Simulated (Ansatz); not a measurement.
# La on Rh(111): change of the work function, part 2 of 3

Aim: the work function of Rh(111) at several coverages of La (fcc site), and the dipole that each adsorbate carries.

Ansatz 0.2.0; plane-wave DFT, PBE, Ansatz PAW.

So far, work function, upper face (eV): step 2 (the clean slab) 5.17.

**3. The covered slab, k-mesh 4×4×1, coverage 0.111 ML**

System of this step: La/Rh(111). The cell holds 37 atoms: 36 Rh and 1 La. Its edges and angles: a = 8.061 Å, b = 8.061 Å, c = 27.817 Å, α = 90.0°, β = 90.0°, γ = 60.0°. Vacuum lies along c.

The clean slab as it ended is repeated in the plane and the adsorbate is set on one face; the cell's size fixes the coverage, and the k-mesh shrinks with it to keep the sampling density about even. Adsorbate and upper layers relax, since the dipole depends on the height.

The input, input.yaml:

```yaml
crystal:
  lattice:
    - [8.0610173054, -1.0e-10, 0.0]
    - [4.0305086528, 6.9810457668, 0.0]
    - [0.0, 0.0, 27.8165256035]
  atoms:
    - { symbol: Rh, position: [0.0, 0.0, 0.3235486749] }
    - { symbol: Rh, position: [0.1111111111, 0.1111111111, 0.4024201722] }
    - { symbol: Rh, position: [0.2222222222, 0.2222222222, 0.4811559949] }
    - { symbol: Rh, position: [0.0, 0.0, 0.5598761935] }
    - { symbol: Rh, position: [0.0, 0.3333333333, 0.3235486749] }
    - { symbol: Rh, position: [0.1111111111, 0.4444444444, 0.4024201722] }
    - { symbol: Rh, position: [0.2222222222, 0.5555555556, 0.4811559949] }
    - { symbol: Rh, position: [0.0, 0.3333333333, 0.5598761935] }
    - { symbol: Rh, position: [0.0, 0.6666666667, 0.3235486749] }
    - { symbol: Rh, position: [0.1111111111, 0.7777777778, 0.4024201722] }
    - { symbol: Rh, position: [0.2222222222, 0.8888888889, 0.4811559949] }
    - { symbol: Rh, position: [0.0, 0.6666666667, 0.5598761935] }
    - { symbol: Rh, position: [0.3333333333, 0.0, 0.3235486749] }
    - { symbol: Rh, position: [0.4444444444, 0.1111111111, 0.4024201722] }
    - { symbol: Rh, position: [0.5555555556, 0.2222222222, 0.4811559949] }
    - { symbol: Rh, position: [0.3333333333, 0.0, 0.5598761935] }
    - { symbol: Rh, position: [0.3333333333, 0.3333333333, 0.3235486749] }
    - { symbol: Rh, position: [0.4444444444, 0.4444444444, 0.4024201722] }
    - { symbol: Rh, position: [0.5555555556, 0.5555555556, 0.4811559949] }
    - { symbol: Rh, position: [0.3333333333, 0.3333333333, 0.5598761935] }
    - { symbol: Rh, position: [0.3333333333, 0.6666666667, 0.3235486749] }
    - { symbol: Rh, position: [0.4444444444, 0.7777777778, 0.4024201722] }
    - { symbol: Rh, position: [0.5555555556, 0.8888888889, 0.4811559949] }
    - { symbol: Rh, position: [0.3333333333, 0.6666666667, 0.5598761935] }
    - { symbol: Rh, position: [0.6666666667, 0.0, 0.3235486749] }
    - { symbol: Rh, position: [0.7777777778, 0.1111111111, 0.4024201722] }
    - { symbol: Rh, position: [0.8888888889, 0.2222222222, 0.4811559949] }
    - { symbol: Rh, position: [0.6666666667, 0.0, 0.5598761935] }
    - { symbol: Rh, position: [0.6666666667, 0.3333333333, 0.3235486749] }
    - { symbol: Rh, position: [0.7777777778, 0.4444444444, 0.4024201722] }
    - { symbol: Rh, position: [0.8888888889, 0.5555555556, 0.4811559949] }
    - { symbol: Rh, position: [0.6666666667, 0.3333333333, 0.5598761935] }
    - { symbol: Rh, position: [0.6666666667, 0.6666666667, 0.3235486749] }
    - { symbol: Rh, position: [0.7777777778, 0.7777777778, 0.4024201722] }
    - { symbol: Rh, position: [0.8888888889, 0.8888888889, 0.4811559949] }
    - { symbol: Rh, position: [0.6666666667, 0.6666666667, 0.5598761935] }
    - { symbol: La, position: [0.1111111111, 0.1111111111, 0.6764513251] }
kpoints:
  mp_grid: { grid: [4, 4, 1] }
hamiltonian:
  xc: pbe
scf:
  occupations: { method: fermi_dirac, width: 0.1 }
  convergence: { dr2_threshold: 1.0e-08 }
efield:
  axis: 3
  dipole_correction: true
  ramp_position: 0.97
  ramp_width: 0.06
relax:
  f_tol: 0.02
  max_steps: 60
  constraints:
    - { sites: [0, 1, 4, 5, 8, 9, 12, 13, 16, 17, 20, 21, 24, 25, 28, 29, 32, 33] }
output:
  write_potential: true
  write_density: true
  volumetric_format: npy
```

Launch:

```bash
$ ansatz run input.yaml --threads 4 --pin off --max-ram 16384MiB --backend cpu --events-out ev --progress --plain --runs-dir out
```

Output:

```text
[...]
Crystal: 37 atoms, lattice volume = 1565.356 Å³
Basis set: ecut = 420 eV, 30639 PW (Γ), exchange–correlation on 108×108×384 points (8 copies of the dense FFT grid, shifted against one another)
Bands: 374, of which v1, the nominal top of the filled ones, is band 312 counted from 1 (311 counted from 0)
Symmetry: 6 space group operations
[...]
k-points: 4 of 16 (time reversal used)
[...]
SCF iter   1: F=—  HF=-236740.187522 eV  |F-HF|=—  |Δ(HF+E_count)|=         —  Δρ=2.54e-2  dr2=6.07e1  ethr=1.77e-3  p=0.963 e·Å  D=1.11e-1 V/Å  ΔV_dip=-3.10 eV  dr2_dipole=2.22e1  V_vac-E_F(+/−)=1.95/5.05 eV  ⟨swp⟩=7.2  Hψ=6011  notcnv=0  defer=5
[...]
SCF iter  16: F=-236739.927146 eV  HF=-236739.927146 eV  |F-HF|=4.37e-10  |Δ(HF+E_count)|=   1.30e-7  Δρ=3.60e-7  dr2=7.77e-9  ethr=1.61e-12  p=0.860 e·Å  D=9.94e-2 V/Å  ΔV_dip=-2.77 eV  dr2_dipole=1.15e-9  V_vac-E_F(+/−)=2.40/5.17 eV  ⟨swp⟩=8.0  Hψ=11704  notcnv=0
SCF 1 converged in 16 iterations: F = -236739.927146 eV  dr2 = 7.77e-9
[...]
relax step   1: F+E_penalty+E_count = -236739.92714576 eV  Δ(F+E_penalty+E_count) = +0.000e0 eV  max|allowed force component| = 3.240e0 eV/Å  Δτ_max = 0.0000 Å  (16 SCF iters, accepted)
[...]
SCF iter  12: F=-236740.701078 eV  HF=-236740.701078 eV  |F-HF|=1.04e-8  |Δ(HF+E_count)|=   2.75e-8  Δρ=3.63e-7  dr2=5.95e-9  ethr=1.61e-12  p=0.905 e·Å  D=1.05e-1 V/Å  ΔV_dip=-2.91 eV  dr2_dipole=5.67e-11  V_vac-E_F(+/−)=2.26/5.17 eV  ⟨swp⟩=7.0  Hψ=10100  notcnv=0
SCF 2 converged in 12 iterations: F = -236740.701078 eV  dr2 = 5.95e-9
[...]
relax step   2: F+E_penalty+E_count = -236740.70107811 eV  Δ(F+E_penalty+E_count) = -7.739e-1 eV  max|allowed force component| = 3.591e0 eV/Å  Δτ_max = 0.1950 Å  (12 SCF iters, accepted)
SCF iter   1: F=—  HF=-236741.585288 eV  |F-HF|=—  |Δ(HF+E_count)|=         —  Δρ=4.21e-3  dr2=1.56e0  ethr=1.70e-3  p=0.905 e·Å  D=1.05e-1 V/Å  ΔV_dip=-2.91 eV  dr2_dipole=2.91e-1  V_vac-E_F(+/−)=2.27/5.18 eV  ⟨swp⟩=3.8  Hψ=2785  notcnv=0  defer=18
[...]
SCF iter  12: F=-236741.541122 eV  HF=-236741.541122 eV  |F-HF|=8.70e-9  |Δ(HF+E_count)|=   3.22e-8  Δρ=2.44e-7  dr2=2.03e-9  ethr=1.61e-12  p=0.933 e·Å  D=1.08e-1 V/Å  ΔV_dip=-3.00 eV  dr2_dipole=1.60e-10  V_vac-E_F(+/−)=2.17/5.17 eV  ⟨swp⟩=8.2  Hψ=9115  notcnv=0
SCF 3 converged in 12 iterations: F = -236741.541122 eV  dr2 = 2.03e-9
relax step   3: F+E_penalty+E_count = -236741.54112157 eV  Δ(F+E_penalty+E_count) = -8.400e-1 eV  max|allowed force component| = 3.732e0 eV/Å  Δτ_max = 0.1945 Å  (12 SCF iters, accepted)
[...]
relax step   4: F+E_penalty+E_count = -236742.30017490 eV  Δ(F+E_penalty+E_count) = -7.591e-1 eV  max|allowed force component| = 3.345e0 eV/Å  Δτ_max = 0.1949 Å  (11 SCF iters, accepted)
[...]
relax step   5: F+E_penalty+E_count = -236742.89952189 eV  Δ(F+E_penalty+E_count) = -5.993e-1 eV  max|allowed force component| = 1.986e0 eV/Å  Δτ_max = 0.1982 Å  (11 SCF iters, accepted)
[...]
relax step   6: F+E_penalty+E_count = -236743.13499303 eV  Δ(F+E_penalty+E_count) = -2.355e-1 eV  max|allowed force component| = 2.570e-1 eV/Å  Δτ_max = 0.1949 Å  (11 SCF iters, accepted)
[...]
relax step   7: F+E_penalty+E_count = -236743.12384749 eV  Δ(F+E_penalty+E_count) = +1.115e-2 eV  max|allowed force component| = 3.570e-1 eV/Å  Δτ_max = 0.1449 Å  (10 SCF iters, rejected (line search))
[...]
relax step   8: F+E_penalty+E_count = -236743.16868841 eV  Δ(F+E_penalty+E_count) = -3.370e-2 eV  max|allowed force component| = 6.423e-2 eV/Å  Δτ_max = 0.0725 Å  (10 SCF iters, accepted)
SCF iter   1: F=—  HF=-236743.166950 eV  |F-HF|=—  |Δ(HF+E_count)|=         —  Δρ=5.83e-4  dr2=4.50e-3  ethr=9.53e-6  p=0.774 e·Å  D=8.95e-2 V/Å  ΔV_dip=-2.49 eV  dr2_dipole=2.18e-5  V_vac-E_F(+/−)=2.69/5.17 eV  ⟨swp⟩=2.2  Hψ=2636  notcnv=0  defer=37
[...]
SCF iter   8: F=-236743.169756 eV  HF=-236743.169756 eV  |F-HF|=1.55e-8  |Δ(HF+E_count)|=   3.29e-8  Δρ=3.61e-7  dr2=2.11e-9  ethr=1.61e-12  p=0.771 e·Å  D=8.91e-2 V/Å  ΔV_dip=-2.48 eV  dr2_dipole=1.84e-11  V_vac-E_F(+/−)=2.69/5.17 eV  ⟨swp⟩=9.8  Hψ=10517  notcnv=0
SCF 9 converged in 8 iterations: F = -236743.169756 eV  dr2 = 2.11e-9
relax step   9: F+E_penalty+E_count = -236743.16975569 eV  Δ(F+E_penalty+E_count) = -1.067e-3 eV  max|allowed force component| = 2.773e-3 eV/Å  Δτ_max = 0.0147 Å  (8 SCF iters, accepted)
NSCF: frozen V_eff on 4 k-points
[...]
SCF converged after 8 iterations
Free energy (F): -236743.169756 eV
[...]
Internal energy: -236741.254085 eV  (E = F + TS)
E sigma→0 (E₀):  -236742.211920 eV
Entropy (-TS):   -1.915671 eV (-51.775 meV/atom)
Fermi energy:    4.770174 eV
Dipole field:    D = 0.089136 V/Å  (p = 0.771089 e·Å, saw-weighted, corrected)
Work function:   Φ+ = 2.6943 eV   Φ− = 5.1738 eV
[...]
--- Forces (eV/Å), atoms counted from 1 ---
  atom   1  Rh     0.01406130     0.00811830     0.04576892
  atom   2  Rh     0.00000000    -0.00000000     0.07337324
  atom   3  Rh    -0.00147593    -0.00085213    -0.00273362
  atom   4  Rh    -0.00240107    -0.00138626     0.00052802
  atom   5  Rh    -0.00000000    -0.01623659     0.04576892
  atom   6  Rh     0.03326497    -0.03455995    -0.04713545
  atom   7  Rh     0.00004801    -0.00002772     0.00139904
  atom   8  Rh     0.00000000     0.00277251     0.00052802
  atom   9  Rh    -0.03240947     0.01871162     0.09526892
  atom  10  Rh     0.04656228    -0.01152833    -0.04713545
  atom  11  Rh     0.00000000     0.00170426    -0.00273362
  atom  12  Rh    -0.00112162     0.00064757     0.00103169
  atom  13  Rh    -0.01406130     0.00811830     0.04576892
  atom  14  Rh    -0.01329731     0.04608829    -0.04713545
  atom  15  Rh     0.00000000     0.00005544     0.00139904
  atom  16  Rh     0.00240107    -0.00138626     0.00052802
  atom  17  Rh    -0.00159106    -0.00091860     0.01695349
  atom  18  Rh     0.00000000     0.00000000     0.01664162
  atom  19  Rh    -0.00004801    -0.00002772     0.00139904
  atom  20  Rh     0.00040986     0.00023663    -0.00009225
  atom  21  Rh     0.00000000     0.00183719     0.01695349
  atom  22  Rh    -0.04656228    -0.01152833    -0.04713545
  atom  23  Rh    -0.00063702     0.00036779     0.00173333
  atom  24  Rh    -0.00000000    -0.00047327    -0.00009225
  atom  25  Rh    -0.00000000    -0.03742324     0.09526892
  atom  26  Rh     0.01329731     0.04608829    -0.04713545
  atom  27  Rh     0.00147593    -0.00085213    -0.00273362
  atom  28  Rh    -0.00000000    -0.00129514     0.00103169
  atom  29  Rh     0.00159106    -0.00091860     0.01695349
  atom  30  Rh    -0.03326497    -0.03455995    -0.04713545
  atom  31  Rh    -0.00000000    -0.00073557     0.00173333
  atom  32  Rh    -0.00040986     0.00023663    -0.00009225
  atom  33  Rh     0.03240947     0.01871162     0.09526892
  atom  34  Rh     0.00000000     0.00000000    -0.28921162
  atom  35  Rh     0.00063702     0.00036779     0.00173333
  atom  36  Rh     0.00112162     0.00064757     0.00103169
  atom  37  La     0.00000000     0.00000000     0.00235274
  max |Σ_I F_I| component: 8.41e-5 eV/Å
--- Band table (eV) ---
  k-point 0: bands = [... 308 lower, 4.6702, 4.6769, 4.7025, 4.7025, 4.7347, 4.7347, 4.7350, 4.7550, ... 58 higher]
  k-point 1: bands = [... 308 lower, 4.6731, 4.7109, 4.7438, 4.7528, 4.8319, 4.8479, 4.8656, 4.8756, ... 58 higher]
  k-point 2: bands = [... 308 lower, 4.6565, 4.7517, 4.7886, 4.8294, 4.8980, 4.9021, 4.9323, 4.9391, ... 58 higher]
  k-point 3: bands = [... 308 lower, 4.6504, 4.7448, 4.8033, 4.8575, 4.8832, 4.9134, 4.9452, 4.9869, ... 58 higher]
--- Relaxed structure (9 steps of the walk, 8 accepted, 0 SCFs on fresh bases) ---
  F+E_penalty+E_count = -236743.16975569 eV   max|allowed force component| = 2.773e-3 eV/Å
  atoms:
    - { symbol: Rh, position: [1.111111e-11, 1.111111e-11, 0.323549] }
    - { symbol: Rh, position: [0.111111, 0.111111, 0.402420] }
    - { symbol: Rh, position: [0.221862, 0.221862, 0.481227] }
    - { symbol: Rh, position: [-0.0024973, -0.0024973, 0.562260] }
    - { symbol: Rh, position: [1.111111e-11, 0.333333, 0.323549] }
    - { symbol: Rh, position: [0.111111, 0.444444, 0.402420] }
    - { symbol: Rh, position: [0.221883, 0.555725, 0.481643] }
    - { symbol: Rh, position: [-0.0024973, 0.338328, 0.562260] }
    - { symbol: Rh, position: [-2.222217e-11, 0.666667, 0.323549] }
    - { symbol: Rh, position: [0.111111, 0.777778, 0.402420] }
    - { symbol: Rh, position: [0.221862, 0.889609, 0.481227] }
    - { symbol: Rh, position: [-0.000125531, 0.666729, 0.560208] }
    - { symbol: Rh, position: [0.333333, 1.111111e-11, 0.323549] }
    - { symbol: Rh, position: [0.444444, 0.111111, 0.402420] }
    - { symbol: Rh, position: [0.555725, 0.221883, 0.481643] }
    - { symbol: Rh, position: [0.338328, -0.0024973, 0.562260] }
    - { symbol: Rh, position: [0.333333, 0.333333, 0.323549] }
    - { symbol: Rh, position: [0.444444, 0.444444, 0.402420] }
    - { symbol: Rh, position: [0.555725, 0.555725, 0.481643] }
    - { symbol: Rh, position: [0.333971, 0.333971, 0.560854] }
    - { symbol: Rh, position: [0.333333, 0.666667, 0.323549] }
    - { symbol: Rh, position: [0.444444, 0.777778, 0.402420] }
    - { symbol: Rh, position: [0.557209, 0.888062, 0.480681] }
    - { symbol: Rh, position: [0.333971, 0.665392, 0.560854] }
    - { symbol: Rh, position: [0.666667, -2.222220e-11, 0.323549] }
    - { symbol: Rh, position: [0.777778, 0.111111, 0.402420] }
    - { symbol: Rh, position: [0.889609, 0.221862, 0.481227] }
    - { symbol: Rh, position: [0.666729, -0.000125531, 0.560208] }
    - { symbol: Rh, position: [0.666667, 0.333333, 0.323549] }
    - { symbol: Rh, position: [0.777778, 0.444444, 0.402420] }
    - { symbol: Rh, position: [0.888062, 0.557209, 0.480681] }
    - { symbol: Rh, position: [0.665392, 0.333971, 0.560854] }
    - { symbol: Rh, position: [0.666667, 0.666667, 0.323549] }
    - { symbol: Rh, position: [0.777778, 0.777778, 0.402420] }
    - { symbol: Rh, position: [0.888062, 0.888062, 0.480681] }
    - { symbol: Rh, position: [0.666729, 0.666729, 0.560208] }
    - { symbol: La, position: [0.111111, 0.111111, 0.638177] }
```

Elapsed: 23 min, on 4 threads of Arm Neoverse V1, shared host; peak memory 9.8 GiB; 66 min of CPU time.

Relaxation path:

```csv
step,energy less that of the first step (eV),largest force component (eV/Å)
1,0.0000,3.2396
2,-0.7739,3.5912
3,-1.6140,3.7322
4,-2.3730,3.3449
5,-2.9724,1.9862
6,-3.2078,0.2570
7,-3.1967,0.3570
8,-3.2415,0.0642
9,-3.2426,0.0028
```

Relaxation step 7 was tried and not accepted.

The run keeps the 6 symmetry operations that the program found, so distortions that break them were not tested.

The atoms that moved most (Å):

```csv
atom,dx,dy,dz,length
La37,0.000,0.000,-1.065,1.065
Rh4,-0.030,-0.017,0.066,0.075
Rh16,0.030,-0.017,0.066,0.075
Rh8,0.000,0.035,0.066,0.075
Rh24,0.000,-0.009,0.027,0.029
Rh32,-0.008,0.004,0.027,0.029
Rh20,0.008,0.004,0.027,0.029
Rh23,0.010,-0.006,-0.013,0.018
```

Final coordinates:

```xyz
37
Lattice="8.0610 0.0000 0.0000 4.0305 6.9810 0.0000 0.0000 0.0000 27.8165" Properties=species:S:1:pos:R:3
Rh    0.0000    0.0000    9.0000
Rh    1.3435    0.7757   11.1939
Rh    2.6827    1.5488   13.3861
Rh   -0.0302   -0.0174   15.6401
Rh    1.3435    2.3270    9.0000
Rh    2.6870    3.1027   11.1939
Rh    4.0285    3.8795   13.3976
Rh    1.3435    2.3619   15.6401
Rh    2.6870    4.6540    9.0000
Rh    4.0305    5.4297   11.1939
Rh    5.3740    6.2104   13.3861
Rh    2.6862    4.6545   15.5830
Rh    2.6870    0.0000    9.0000
Rh    4.0305    0.7757   11.1939
Rh    5.3740    1.5490   13.3976
Rh    2.7172   -0.0174   15.6401
Rh    4.0305    2.3270    9.0000
Rh    5.3740    3.1027   11.1939
Rh    6.7196    3.8795   13.3976
Rh    4.0382    2.3315   15.6010
Rh    5.3740    4.6540    9.0000
Rh    6.7175    5.4297   11.1939
Rh    8.0710    6.1996   13.3709
Rh    5.3740    4.6451   15.6010
Rh    5.3740    0.0000    9.0000
Rh    6.7175    0.7757   11.1939
Rh    8.0654    1.5488   13.3861
Rh    5.3740   -0.0009   15.5830
Rh    6.7175    2.3270    9.0000
Rh    8.0610    3.1027   11.1939
Rh    9.4045    3.8899   13.3709
Rh    6.7098    2.3315   15.6010
Rh    8.0610    4.6540    9.0000
Rh    9.4045    5.4297   11.1939
Rh   10.7380    6.1996   13.3709
Rh    8.0618    4.6545   15.5830
La    1.3435    0.7757   17.7519
```

This step gave:

```
energy at zero smearing        : -236742.2119 eV
work function, upper face      : 2.694 eV
work function, lower face      : 5.174 eV
dipole along the normal        : 0.7711 e·Å
step between the vacuum levels : -2.479 eV
```

Running mean over 2.194 Å of the planar mean; the ramp of the sawtooth is left out. The electron's electrostatic potential energy less the Fermi level by z:

z (Å), electron's electrostatic potential energy less the Fermi level (eV) and a bar from the least value:
```
        4        5.2 ##############################
        5        5.2 ##############################
        6        5.1 ##############################
        7        4.2 ############################
        8       -5.6 #############
        9      -12.7 #
       10      -13.1 
       11      -13.2 
       12      -13.3 
       13      -13.2 
       14      -12.9 #
       15      -12.8 #
       16      -12.0 ##
       17       -2.5 ##################
       18        1.1 #######################
       19        1.8 #########################
       20        2.6 ##########################
       21        2.7 ##########################
       22        2.7 ##########################
       23        2.7 ##########################
       24        2.7 ##########################
```

The relaxation took 9 steps and lowered the energy by 3.2 eV; the largest force on the free atoms ends at 0.0028 eV/Å.

The covered face has 2.69 eV, -2.47 eV against the clean one; the bare back face has moved by +0.00 eV, a measure of how thin the slab is.

(Continued in part 3 of 3.)

[Long decimals in the printed logs are rounded to 6 places.]

[Logs are printed without paths, hosts, clocks, repeated set-up lines and the standing remarks that a program may print on its own settings, such as how far it seeks lower states.]

[Hosts, paths, dates, database ids (printed as entryN), source tags and the programs' standing remarks are cut or masked in the printed files.]

[Maps of the electrostatic potential energy from Ansatz leave out the sawtooth potential of an applied field or a dipole correction, so their vacuum need not be flat; planar profiles and work functions include it.]
